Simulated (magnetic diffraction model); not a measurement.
## Cr3CuSn2O8: what an assumed order does to the neutron pattern

Space group R3m (no. 160), a = 6.0470 Å, c = 14.7870 Å.

```
site  atom       x       y       z
  3a    Sn     1/3     2/3  0.2928
  3a    Sn     1/3     2/3  0.6681
  3a    Cu     1/3     2/3  0.0440
  9b    Cr  0.1725  0.8275  0.8321
  3a     O     1/3     2/3  0.9064
  9b     O  0.1536  0.8464  0.0868
  3a     O     1/3     2/3  0.4241
  9b     O  0.5090  0.4910  0.2532
```

This is a made-up structure (elements placed in a structure type, unrelaxed), so the numbers test the method and describe no known phase.

Only Cr is taken to order (form factors of Cr3+); orders and moment sizes are assumed, and not adapted to the symmetry. Radiation: neutrons of λ = 4.2 Å, 5° to 80°; isotropic B of 0.14 Å² (Sn), 0.24 Å² (Cu), 0.24 Å² (Cr) and 0.27 Å² (O). The intensities are simulated: I ∝ L Σ (|F_N|² + |F_M⊥|²) for unpolarised neutrons, with F_M = 2.695 fm/μB × Σ f(s) S exp(2πi Q·r) exp(−B s²) at Q = H ± k (one set where k and −k are equivalent), only the part normal to Q counting and L = 1/(sin²θ cos θ). For collinear order S is the moment m, which repeats by lattice and centring translations R with the sign exp(−2πi k·R). Form factors are spin-only for 3d ions and dipole or tabulated for f ions, scattering lengths are Sears's of 1992, and absorption is left out. A label names one of the reflections at its angle. The strongest nuclear line in the range is 100, and lines under 0.2 are left out.

Assume the order k = (0 0 0), collinear moments along [001], 2.63 μB on Cr; signs + at (0.1725, 0.8275, 0.8321), + at (0.1725, 0.3450, 0.8321), + at (0.6550, 0.8275, 0.8321).

Q: Where does magnetic intensity appear, and how strong is it?

```csv
2θ (°),index,nuclear,magnetic
50.35,(1 0 1),100.0,217.2
50.43,(0 0 3),24.6,0.0
58.87,(0 1 2),37.8,118.0
```

The strongest magnetic line in the range is (1 0 1) at 50.35° (217.2). On top of the Lorentz factor, which all lines share, magnetic lines fade with angle because f falls: for Cr3+ it is 0.90, 0.67, 0.42 and 0.11 at sin θ/λ = 0.1, 0.2, 0.3 and 0.5 Å⁻¹, while nuclear lengths stay constant. The net moment is 7.89 μB a primitive cell.

[Logs are printed without paths, hosts, clocks, repeated set-up lines and the standing remarks that a program may print on its own settings, such as how far it seeks lower states.]
